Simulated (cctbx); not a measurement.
## What is wrong with this refinement?

Cell a = 7.4780 Å, b = 7.4780 Å, c = 9.9540 Å, α = 90.00°, β = 90.00°, γ = 90.00°; space group I4_1/a (no. 88, origin choice 1). The compound is Mn2NiS4.

The data are simulated with cctbx, not measured: Mo Kα, λ = 0.71073 Å, to d = 0.6 Å, 50 % of the full sphere, strongest reflection 5000 counts, noise from counting, a 4 % proportional error and a noise floor of 15 counts (s.d.); no absorption.

An anisotropic refinement with weights 1/σ² prints:

```text
Rint 0.149, 673 unique reflections to 0.60 A
cycle     R1     wR2    GooF  max shift (A)
   1  0.5257  0.8173   7.420   0.00000
final R1 0.5257 wR2 0.8173 GooF 7.420  parameters 8  data/parameter 84.1
atom        x        y        z      Ueq    occ   su(xyz)  su(Uiso or U11)
Ni1    0.00000  0.00000  0.00000   0.0206  1.000  0.00000  0.0067
Mn1    0.50000  0.25000  0.12500   0.0220  1.000  0.00000  0.0092
difference map: max 59.40 min -19.43 rms 4.12
Q1    0.0000  0.2500  0.6250    8   61.98  0.00 A from Mn1
Q2    0.0231  0.2335  0.3879   16   57.04  2.37 A from Mn1
Q3    0.0000  0.0000  0.5000    4   29.83  2.25 A from Mn1
Q4    0.0000  0.0000  0.0000    4   19.97  0.00 A from Ni1
Q5    0.2120  0.2470  0.2469   16   13.81  2.26 A from Mn1
Q6    0.0000  0.0000  0.2226    8   12.37  2.22 A from Ni1
```

Q: Accept it or mend it, and why?

Mend it. The fault: an atom left out, S at (0.2703, 0.5285, 0.1087). Against the right model at the same level, R1 goes from 0.0519 to 0.5257 and GooF from 0.90 to 7.42 and the top difference peak, 62.0 e/Å³, lies on Mn1. Q2 is the missing atom. With scattering power missing, scale and phases suffer, so peaks may also grow on the heavy atoms.

The compound is Mn2NiS4. The right model at the same level gives:

```text
Rint 0.149, 673 unique reflections to 0.60 A
cycle     R1     wR2    GooF  max shift (A)
   1  0.0528  0.0995   0.909   0.00046
   2  0.0519  0.0988   0.903   0.00000
final R1 0.0519 wR2 0.0988 GooF 0.903  parameters 17  data/parameter 39.6
atom        x        y        z      Ueq    occ   su(xyz)  su(Uiso or U11)
Ni1    0.00000  0.00000  0.00000   0.0206  1.000  0.00000  0.0004
Mn1    0.50000  0.25000  0.12500   0.0221  1.000  0.00000  0.0006
S1     0.27017  0.52812  0.10877   0.0250  1.000  0.00021  0.0006
difference map: max 2.25 min -2.71 rms 0.62
Q1    0.2087  0.2265  0.2179   16    2.45  1.73 A from S1
Q2    0.0776  0.3701  0.2330   16    2.32  1.14 A from Ni1
Q3    0.0705  0.4160  0.8396   16    2.27  1.33 A from S1
Q4    0.1677  0.1931  0.2973   16    2.16  1.43 A from S1
Q5    0.0369  0.1099  0.7594   16    2.10  1.63 A from S1
Q6    0.9960  0.0800  0.2842   16    2.04  1.57 A from S1
```

Isotropic U is held between 0.0001 and 1 Å² by the program, and listed peak heights are interpolated, so they can pass the grid's maximum.

The model was made for the exercise: a known structure type with other elements put in, its volume estimated, not relaxed; displacement parameters are assumed.

[Middle refinement cycles are left out of these outputs.]

[Logs are printed without paths, hosts, clocks, repeated set-up lines and the standing remarks that a program may print on its own settings, such as how far it seeks lower states.]
